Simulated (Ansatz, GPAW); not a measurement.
# Work function of a 7-layer slab of Ca(111) at several levels

How far do functional and basis move the work function of a 7-layer slab of Ca(111)?

Method: Ansatz plane waves; slab in vacuum with a dipole correction, relaxation, in the first sound run; inputs show where later runs differ, in GPAW 26.7.0 and Ansatz 0.2.0.

## (1) The structure

The cell holds 7 atoms: 7 Ca. Its edges and angles: a = 3.946 Å, b = 3.946 Å, c = 33.330 Å, α = 90.0°, β = 90.0°, γ = 60.0°. Vacuum lies along c.

## (2) Relaxing the atoms

Forces are removed first; all later runs use this geometry. The lowest 3 atoms are held at bulk positions and keep their forces.

Contents of input.yaml:

```yaml
crystal:
  lattice:
    - [3.945655839, 0.0, 0.0]
    - [1.9728279195, 3.4170381912, 0.0]
    - [0.0, 0.0, 33.3296870125]
  atoms:
    - { symbol: Ca, position: [0.0, 0.0, 0.2100229743] }
    - { symbol: Ca, position: [0.3333333333, 0.3333333333, 0.3066819829] }
    - { symbol: Ca, position: [0.6666666667, 0.6666666667, 0.4033409914] }
    - { symbol: Ca, position: [0.0, 0.0, 0.5] }
    - { symbol: Ca, position: [0.3333333333, 0.3333333333, 0.5966590086] }
    - { symbol: Ca, position: [0.6666666667, 0.6666666667, 0.6933180171] }
    - { symbol: Ca, position: [0.0, 0.0, 0.7899770257] }
kpoints:
  mp_grid: { grid: [9, 9, 1] }
hamiltonian:
  xc: pbe
scf:
  occupations: { method: fermi_dirac, width: 0.1 }
efield:
  axis: 3
  dipole_correction: true
  ramp_width: 0.05
relax:
  f_tol: 0.02
  max_steps: 60
  constraints: [{ sites: [0, 1, 2] }]
output:
  write_potential: true
  write_density: true
  volumetric_format: npy
```

Started as:

```
$ ansatz run input.yaml --threads 4 --pin off --max-ram 8192MiB --backend cpu --events-out ev --progress --plain --runs-dir out
```

Numbers of over 12 decimals in the logs are rounded to 6 here.

Output:

```text
Engine: ansatz 0.2.0, aarch64-unknown-linux-gnu
Pseudopotentials: kind: paw
Pseudopotential: Ca, paw, valence charge 10, recommended cutoff 420 eV (normal), Ca.paw.azcp
Functional definition: PBE
  parameter kappa = 0.804
  parameter beta = 0.066725
  exchange = pbe_x(kappa = kappa, mu = beta*pi^2/3)
  correlation = pbe_c(beta = beta)
Crystal: 7 atoms, lattice volume = 449.366 Å³
Basis set: ecut = 420 eV, 8895 PW (Γ), exchange–correlation on 54×54×450 points (8 copies of the dense FFT grid, shifted against one another)
Bands: 42, of which v1, the nominal top of the filled ones, is band 35 counted from 1 (34 counted from 0)
Symmetry: 6 space group operations
k-points: 12 of 81 (time reversal used)
Non-local potential: Ca, projectors of the file, l = 0: 3, l = 1: 2, l = 2: 2
PAW form: soft (Blöchl's): semilocal exchange-correlation on the pseudo side does not see the compensation charge
PAW one-centre angular grid: Ca, 110 points (default); XC on 64 Gauss nodes
Initial density: superposition of atomic densities (neutral atoms: chi_scale 0, normalization atom), corrected by the library's trained network
Initial wavefunctions: pseudopotential atomic-orbital guess
Functional: x = pbe(κ = 0.804, μ = 0.219515), c = pbe(β = 0.066725)
SCF iter   1: F=—  HF=-12717.442800 eV  |F-HF|=—  |Δ(HF+E_count)|=         —  Δρ=3.03e-3  dr2=4.23e0  ethr=1.77e-3  p=0.000 e·Å  D=1.07e-13 V/Å  ΔV_dip=-0.00 eV  dr2_dipole=5.20e-11  V_vac-E_F(+/−)=2.80/2.81 eV  ⟨swp⟩=15.2  Hψ=6349  notcnv=0
efield: sawtooth ramp at fractional position 0.9750 (placed from the atoms, in the widest stretch of the axis that holds none; the zero of the levels goes with the place), width 0.0500; the density the first Hamiltonian is built on has a dipole p = 0.000 e·Å; the dipole correction subtracts the counter field D = 1.07e-13 V/Å, which shifts the + side's vacuum level by -0.00 eV against the − side's; the planar-averaged density in the ramp window peaks in size at 2.0e-5 e/Å³
automatic band count: the SCF goes on with 49 bands, as 42 were too few: the levels above may hold too much charge
preconditioner: auto → LDOS  [metal: Δε(μ)=0.026 eV  Ē_g=2.367 eV  σ=0.100 eV  W_gap=0.07  n_scr=74 (ndim 8)  ℏωp=6.6 eV  f_vac=0.286  D(μ)=10.10/eV (n_scr^D=74)  β→1.0]
SCF iter   2: F=—  HF=-12717.382818 eV  |F-HF|=—  |Δ(HF+E_count)|=   6.00e-2  Δρ=8.38e-4  dr2=8.44e-3  ethr=1.77e-3  p=-0.000 e·Å  D=-4.02e-7 V/Å  ΔV_dip=0.00 eV  dr2_dipole=8.95e-11  V_vac-E_F(+/−)=2.96/2.96 eV  ⟨swp⟩=2.3  Hψ=750  notcnv=0
SCF iter   3: F=—  HF=-12717.383057 eV  |F-HF|=—  |Δ(HF+E_count)|=   2.39e-4  Δρ=7.07e-4  dr2=9.19e-3  ethr=1.21e-5  p=-0.000 e·Å  D=-3.29e-7 V/Å  ΔV_dip=0.00 eV  dr2_dipole=7.07e-14  V_vac-E_F(+/−)=2.97/2.97 eV  ⟨swp⟩=2.5  Hψ=976  notcnv=0
SCF iter   4: F=—  HF=-12717.382290 eV  |F-HF|=—  |Δ(HF+E_count)|=   7.67e-4  Δρ=1.84e-4  dr2=2.40e-4  ethr=1.21e-5  p=-0.000 e·Å  D=-3.01e-7 V/Å  ΔV_dip=0.00 eV  dr2_dipole=1.42e-12  V_vac-E_F(+/−)=2.98/2.98 eV  ⟨swp⟩=2.0  Hψ=660  notcnv=0
SCF iter   5: F=—  HF=-12717.382252 eV  |F-HF|=—  |Δ(HF+E_count)|=   3.89e-5  Δρ=2.73e-5  dr2=1.32e-5  ethr=3.43e-7  p=-0.000 e·Å  D=-1.68e-7 V/Å  ΔV_dip=0.00 eV  dr2_dipole=1.43e-12  V_vac-E_F(+/−)=2.99/2.99 eV  ⟨swp⟩=2.0  Hψ=992  notcnv=0
SCF iter   6: F=-12717.382252 eV  HF=-12717.382253 eV  |F-HF|=1.09e-6  |Δ(HF+E_count)|=   1.93e-6  Δρ=1.40e-5  dr2=1.60e-6  ethr=1.43e-8  p=-0.000 e·Å  D=-5.92e-8 V/Å  ΔV_dip=0.00 eV  dr2_dipole=8.97e-14  V_vac-E_F(+/−)=2.99/2.99 eV  ⟨swp⟩=11.5  Hψ=4718  notcnv=0
WARN: efield: at this solve's end the planar-averaged density reaches 3.13e-5 e/Å³ inside the ramp window [0.9450, 0.0550] (bound 1e-5 e/Å³); the window's nearer edge stands 5.17 Å from this solve's nearest atom along the axis. Its work functions, free energy, forces, stress, dipole, levels and responses can be off, and this figure does not tell by how much. A short vacuum, a low `basis.ecutwfc` or `basis.ecutrho_ratio` and negative occupations (`scf.occupations.method`) can put density there. See the manual's quickstart, § The vacuum guard
SCF 1 converged in 6 iterations: F = -12717.382252 eV  dr2 = 1.60e-6
  Residual-converged pass: ⟨swp⟩=1.0  Hψ=636  notcnv=0  max |occ|·‖R‖ = 7.0e-9 eV (tolerance 1.0e-8 eV)  dr2=1.60e-6  dr2_onsite=1.09e-7  max |Δocc| = 3.5e-11
  greatest PAW one-centre occupation: 0.996 electrons in one spin orbital (limit 2), on the Ca atom at site 0 (counted from 0), in its partial waves of l = 0
relax step   1: F+E_penalty+E_count = -12717.38225237 eV  Δ(F+E_penalty+E_count) = +0.000e0 eV  max|allowed force component| = 9.978e-2 eV/Å  Δτ_max = 0.0000 Å  (6 SCF iters, dr2 threshold 1.00e-5 eV, accepted)
Bands: 49, of which v1, the nominal top of the filled ones, is band 35 counted from 1 (34 counted from 0)
Initial density: handed on by an earlier stage of this run
Initial wavefunctions: those handed on with the density
iter 1 solved again at ethr=8.78e-4 eV; its pass at ethr=3.10e-3 eV (dr2=6.15e-1 eV) is discarded
SCF iter   1: F=—  HF=-12717.390516 eV  |F-HF|=—  |Δ(HF+E_count)|=         —  Δρ=9.55e-4  dr2=7.55e-2  ethr=8.78e-4  p=-0.000 e·Å  D=-5.24e-8 V/Å  ΔV_dip=0.00 eV  dr2_dipole=4.47e-4  V_vac-E_F(+/−)=3.00/3.00 eV  ⟨swp⟩=1.2  Hψ=1992  notcnv=0
efield: sawtooth ramp at fractional position 0.9750 (handed on by an earlier solve), width 0.0500; the density the first Hamiltonian is built on has a dipole p = -0.000 e·Å; the dipole correction subtracts the counter field D = -5.24e-8 V/Å, which shifts the + side's vacuum level by +0.00 eV against the − side's; the planar-averaged density in the ramp window peaks in size at 3.1e-5 e/Å³
eigensolver tolerance schedule: the retry pair's looser diagonalisation over-reported the residual by 7.14 of it (diagonalisation noise at an unbounded share of the residual, at the tolerance the schedule requests for it); recorded, not acted on — ethr = c·dr2/N_el stays at c = 1.0e-1
preconditioner: auto → LDOS  [metal: Δε(μ)=0.033 eV  Ē_g=2.379 eV  σ=0.100 eV  W_gap=0.08  n_scr=74 (ndim 8)  ℏωp=6.6 eV  f_vac=0.288  D(μ)=9.40/eV (n_scr^D=62)  β→1.0]
SCF iter   2: F=—  HF=-12717.388288 eV  |F-HF|=—  |Δ(HF+E_count)|=   2.23e-3  Δρ=4.88e-4  dr2=4.09e-3  ethr=1.08e-4  p=0.005 e·Å  D=1.91e-3 V/Å  ΔV_dip=-0.06 eV  dr2_dipole=1.38e-3  V_vac-E_F(+/−)=2.93/3.00 eV  ⟨swp⟩=2.0  Hψ=716  notcnv=0
SCF iter   3: F=—  HF=-12717.387824 eV  |F-HF|=—  |Δ(HF+E_count)|=   4.64e-4  Δρ=2.14e-4  dr2=5.74e-4  ethr=5.85e-6  p=0.003 e·Å  D=1.04e-3 V/Å  ΔV_dip=-0.03 eV  dr2_dipole=3.72e-5  V_vac-E_F(+/−)=2.96/3.00 eV  ⟨swp⟩=2.0  Hψ=909  notcnv=0
[...]
SCF 2 converged in 6 iterations: F = -12717.387718 eV  dr2 = 5.16e-7
  greatest PAW one-centre occupation: 0.996 electrons in one spin orbital (limit 2), on the Ca atom at site 6 (counted from 0), in its partial waves of l = 0
relax step   2: F+E_penalty+E_count = -12717.38771808 eV  Δ(F+E_penalty+E_count) = -5.466e-3 eV  max|allowed force component| = 5.826e-2 eV/Å  Δτ_max = 0.0975 Å  (6 SCF iters, dr2 threshold 6.22e-7 eV, accepted)
SCF iter   1: F=—  HF=-12717.391997 eV  |F-HF|=—  |Δ(HF+E_count)|=         —  Δρ=1.39e-3  dr2=2.08e-1  ethr=2.70e-3  p=0.002 e·Å  D=6.09e-4 V/Å  ΔV_dip=-0.02 eV  dr2_dipole=4.00e-2  V_vac-E_F(+/−)=2.99/3.01 eV  ⟨swp⟩=5.1  Hψ=1629  notcnv=0
efield: sawtooth ramp at fractional position 0.9750 (handed on by an earlier solve), width 0.0500; the density the first Hamiltonian is built on has a dipole p = 0.002 e·Å; the dipole correction subtracts the counter field D = 6.09e-4 V/Å, which shifts the + side's vacuum level by -0.02 eV against the − side's; the planar-averaged density in the ramp window peaks in size at 3.1e-5 e/Å³
preconditioner: auto → LDOS  [metal: Δε(μ)=0.028 eV  Ē_g=2.394 eV  σ=0.100 eV  W_gap=0.07  n_scr=74 (ndim 8)  ℏωp=6.6 eV  f_vac=0.293  D(μ)=9.33/eV (n_scr^D=62)  β→1.0]
SCF iter   2: F=—  HF=-12717.391372 eV  |F-HF|=—  |Δ(HF+E_count)|=   6.26e-4  Δρ=7.28e-4  dr2=5.14e-2  ethr=2.97e-4  p=0.006 e·Å  D=2.46e-3 V/Å  ΔV_dip=-0.08 eV  dr2_dipole=4.95e-2  V_vac-E_F(+/−)=2.92/3.00 eV  ⟨swp⟩=1.9  Hψ=770  notcnv=0
SCF iter   3: F=—  HF=-12717.390578 eV  |F-HF|=—  |Δ(HF+E_count)|=   7.94e-4  Δρ=2.44e-4  dr2=4.38e-3  ethr=7.35e-5  p=0.004 e·Å  D=1.65e-3 V/Å  ΔV_dip=-0.05 eV  dr2_dipole=2.84e-3  V_vac-E_F(+/−)=2.94/3.00 eV  ⟨swp⟩=1.3  Hψ=592  notcnv=0
SCF iter   4: F=—  HF=-12717.390671 eV  |F-HF|=—  |Δ(HF+E_count)|=   9.31e-5  Δρ=2.24e-4  dr2=4.21e-4  ethr=6.26e-6  p=0.004 e·Å  D=1.69e-3 V/Å  ΔV_dip=-0.06 eV  dr2_dipole=3.15e-6  V_vac-E_F(+/−)=2.94/3.00 eV  ⟨swp⟩=2.0  Hψ=703  notcnv=0
SCF iter   5: F=—  HF=-12717.390573 eV  |F-HF|=—  |Δ(HF+E_count)|=   9.82e-5  Δρ=2.70e-5  dr2=5.85e-5  ethr=6.01e-7  p=0.004 e·Å  D=1.53e-3 V/Å  ΔV_dip=-0.05 eV  dr2_dipole=3.17e-5  V_vac-E_F(+/−)=2.94/3.00 eV  ⟨swp⟩=2.0  Hψ=849  notcnv=0
SCF iter   6: F=—  HF=-12717.390514 eV  |F-HF|=—  |Δ(HF+E_count)|=   5.94e-5  Δρ=1.53e-5  dr2=1.47e-5  ethr=8.36e-8  p=0.003 e·Å  D=1.39e-3 V/Å  ΔV_dip=-0.05 eV  dr2_dipole=1.30e-5  V_vac-E_F(+/−)=2.95/3.00 eV  ⟨swp⟩=1.7  Hψ=617  notcnv=0
SCF iter   7: F=—  HF=-12717.390514 eV  |F-HF|=—  |Δ(HF+E_count)|=   1.71e-7  Δρ=5.59e-6  dr2=1.48e-6  ethr=2.10e-8  p=0.003 e·Å  D=1.36e-3 V/Å  ΔV_dip=-0.05 eV  dr2_dipole=1.66e-6  V_vac-E_F(+/−)=2.95/3.00 eV  ⟨swp⟩=1.2  Hψ=590  notcnv=0
SCF iter   8: F=-12717.390514 eV  HF=-12717.390514 eV  |F-HF|=1.34e-8  |Δ(HF+E_count)|=   2.91e-8  Δρ=1.48e-6  dr2=2.65e-8  ethr=1.43e-10  p=0.003 e·Å  D=1.35e-3 V/Å  ΔV_dip=-0.04 eV  dr2_dipole=7.76e-9  V_vac-E_F(+/−)=2.95/3.00 eV  ⟨swp⟩=9.5  Hψ=4352  notcnv=0
WARN: efield: at this solve's end the planar-averaged density reaches 3.15e-5 e/Å³ inside the ramp window [0.9450, 0.0550] (bound 1e-5 e/Å³); the window's nearer edge stands 5.17 Å from this solve's nearest atom along the axis. Its work functions, free energy, forces, stress, dipole, levels and responses can be off, and this figure does not tell by how much. A short vacuum, a low `basis.ecutwfc` or `basis.ecutrho_ratio` and negative occupations (`scf.occupations.method`) can put density there. See the manual's quickstart, § The vacuum guard
SCF 3 converged in 8 iterations: F = -12717.390514 eV  dr2 = 2.65e-8
relax step   3: F+E_penalty+E_count = -12717.39051357 eV  Δ(F+E_penalty+E_count) = -2.795e-3 eV  max|allowed force component| = 1.111e-2 eV/Å  Δτ_max = 0.1479 Å  (8 SCF iters, accepted)
NSCF: frozen V_eff on 12 k-points
the search or the solves at the SCF's close seem to have found levels that the self-consistency loop had missed (the run counts 1). By its estimate they hold 8.27e-8 electrons. The energies and the density leave them out; if the run goes on with those levels, later outputs use occupations computed again with them
WARN: The output density's exchange-correlation potential varies sharply where the density is thin. Do not read a vacuum level from v_tot or v_xc, or from such a field of the output density. On a cell that repeats whose density bears no net charge and no dipole along the vacuum's axis use v_es (v_loc + v_h of the components); under efield.dipole_correction with no amplitude use v_es + v_field, which holds any externa [...]
SCF converged after 8 iterations
Free energy (F): -12717.390514 eV
Harris-Foulkes:  -12717.390514 eV  (|F-HF|=1.34e-8)
Internal energy: -12717.082801 eV  (E = F + TS)
E sigma→0 (E₀):  -12717.236658 eV
Entropy (-TS):   -0.307712 eV (-43.959 meV/atom)
Fermi energy:    2.340360 eV
Dipole field:    D = 0.001266 V/Å  (p = 0.003144 e·Å, saw-weighted, corrected)
Work function:   Φ+ = 2.9525 eV   Φ− = 2.9947 eV
Levels:          The Fermi level and band energies are counted from a zero that moves with the ramp; work functions are not
Vacuum region:   at the solve's end the planar-averaged density reaches 3.15e-5 e/Å³ inside the ramp window [0.9450, 0.0550] (bound 1e-5 e/Å³)
--- Per-component energies (eV) ---
  E_band       = -1417.182631
  E_kinetic    = 1926.290733
  E_local      = -26679.572635  (includes V_loc(G=0)·N_el)
  E_nonlocal   = 445.495311
  E_hartree    = 12262.664578
  E_xc         = -949.690690
  E_vxc        = -1183.581096  (∫ρ·V_xc dr)
  E_paw        = -6007.582138  (= ΣΔE_a)
  E_vpaw       = -451.170452  (= ΣTr[D̂ρ^β])
  E_aug_tail   = -0.000042  (compensation charges beyond the density's cutoff)
  E_efield     = 0.000002  (sawtooth field / dipole correction)
  E_vefield    = 0.006184  (∫n·V_field dr)
  E_ewald      = 6285.312079
  E_smearing   = -0.307712  (= −TS)
  E_closure    = 0.000000  (closes the sum)
  Σ components = -12717.390514   (vs F -12717.390514, Δ=0.00e0)
--- Forces (eV/Å), atoms counted from 1 ---
  atom   1  Ca     0.00000000    -0.00000000     0.10000556
  atom   2  Ca    -0.00000000    -0.00000000    -0.06164002
  atom   3  Ca    -0.00000000    -0.00000000    -0.04032229
  atom   4  Ca     0.00000000    -0.00000000     0.00116907
  atom   5  Ca     0.00000000     0.00000000     0.00478097
  atom   6  Ca     0.00000000     0.00000000    -0.01110669
  atom   7  Ca     0.00000000     0.00000000     0.00710722
  max |Σ_I F_I| component: 6.19e-6 eV/Å
--- Band table (eV; the first three rows and the last of 12) ---
  k-point 0: bands = [... 31 lower, -0.6384, -0.0901, 0.5039, 1.0781, 2.2490, 2.5424, 2.9093, 3.2483, ... 10 higher]
  k-point 1: bands = [... 31 lower, -0.4662, 0.0778, 0.6686, 1.2449, 2.2828, 2.6050, 2.9688, 3.2851, ... 10 higher]
  k-point 2: bands = [... 31 lower, 0.0262, 0.5520, 1.1254, 1.6953, 2.3839, 2.7726, 3.1002, 3.3201, ... 10 higher]
  k-point 11: bands = [... 31 lower, 2.2221, 2.2293, 2.2642, 2.3807, 2.3898, 2.5218, 2.6534, 2.6564, ... 10 higher]
--- Relaxed structure (3 steps of the walk, 3 accepted, 0 SCFs on fresh bases) ---
  F+E_penalty+E_count = -12717.39051357 eV   max|allowed force component| = 1.111e-2 eV/Å
  atoms:
    - { symbol: Ca, position: [0.0, 0.0, 0.210023] }
    - { symbol: Ca, position: [0.333333, 0.333333, 0.3066819829] }
    - { symbol: Ca, position: [0.666667, 0.666667, 0.403341] }
    - { symbol: Ca, position: [-7.760742385246701e-19, 0, 0.498759] }
    - { symbol: Ca, position: [0.333333, 0.333333, 0.594217] }
    - { symbol: Ca, position: [0.666667, 0.666667, 0.689720] }
    - { symbol: Ca, position: [-4.604500915004264e-18, 0, 0.782612] }
```

Run time: 35 s. Hardware: 4 threads of Arm Neoverse N1, shared host; peak memory 0.83 GiB.

The steps of the relaxation:

```tsv
step	energy less that of the first step (eV)	largest force component (eV/Å)
1	0.0000	0.0998
2	-0.0055	0.0583
3	-0.0083	0.0111
```

Forces are held to the 6 operations that the run works with; a distortion that breaks them can't arise in this run.

The atoms that moved most (Å):

```tsv
atom	dx	dy	dz	length
Ca7	0.000	0.000	-0.245	0.245
Ca6	0.000	0.000	-0.120	0.120
Ca5	0.000	0.000	-0.081	0.081
Ca4	0.000	0.000	-0.041	0.041
```

The relaxed structure:

```
Ca
1.0
     3.94566    0.00000    0.00000
     1.97283    3.41704    0.00000
     0.00000    0.00000   33.32969
Ca
7
Direct
  0.00000 0.00000 0.21002
  0.33333 0.33333 0.30668
  0.66667 0.66667 0.40334
  0.00000 0.00000 0.49876
  0.33333 0.33333 0.59422
  0.66667 0.66667 0.68972
  0.00000 0.00000 0.78261
```

Numbers from this step:

* free energy: -12717.3905 eV
* smearing term TS: 0.3077 eV
* symmetry operations: 6
* upper work function: 2.953 eV
* lower work function: 2.995 eV
* dipole along the normal: 0.003144 e·Å
* dipole field: 0.001266 V/Å
* vacuum level above: 5.293 eV
* vacuum level below: 5.335 eV

Electrostatic potential energy of an electron (with the applied field's), less the Fermi level, planar mean against z:

z (Å), electrostatic potential energy of an electron (with the applied field's), less the Fermi level, planar mean (eV) and a bar from the least value:
```
        0       2.97 ##############################
        1       3.00 ##############################
        2       2.99 ##############################
        3       2.98 ##############################
        4       2.88 ##############################
        5       2.28 ############################
        6      -0.79 #####################
        7      -9.51 
        8      -0.09 #######################
        9       0.98 #########################
       10      -8.45 ###
       11      -2.00 ##################
       12       1.57 ###########################
       13      -6.12 ########
       14      -4.64 ############
       15       1.62 ###########################
       16      -3.76 ##############
       17      -6.90 ######
       18       1.40 ##########################
       19      -1.70 ###################
       20      -8.71 ##
       21       0.85 #########################
       22      -0.22 ######################
       23      -9.31 
       24      -0.03 #######################
       25       0.33 ########################
       26      -9.27 #
       27      -1.38 ####################
       28       2.13 ############################
       29       2.82 ##############################
       30       2.93 ##############################
       31       2.95 ##############################
       32       2.95 ##############################
       33       2.96 ##############################
```

The valence density, planar mean oscillates, so the rows of the table below give means over windows of 3.18 Å about each position, cut where the curve ends. Its maxima inside the range that stand out by 2 % of the span (Å: e/Å³): 7.0: 0.631, 10.2: 0.629, 13.5: 0.626, 16.6: 0.627, 19.8: 0.625, 23.0: 0.628, 26.1: 0.633. Its minima: 8.6: 0.0506, 11.9: 0.0507, 15.1: 0.0523, 18.2: 0.0520, 21.5: 0.0517, 24.6: 0.0546.

Valence density, planar mean against z; means over each step:

```tsv
z (Å)	valence density, planar mean (e/Å³)
1.59	8.0e-5
4.77	0.0239
7.95	0.232
11.13	0.231
14.31	0.233
17.49	0.233
20.67	0.233
23.85	0.238
27.03	0.207
30.21	8.7e-4
```

The relaxation lowered the energy of the cell by 0.00826 eV.

(Part 1 of 3 ends here.)

[Logs are printed without paths, hosts, clocks, repeated set-up lines and the standing remarks that a program may print on its own settings, such as how far it seeks lower states.]

[Hosts, paths, dates, database ids (printed as entryN), source tags and the programs' standing remarks are cut or masked in the printed files.]
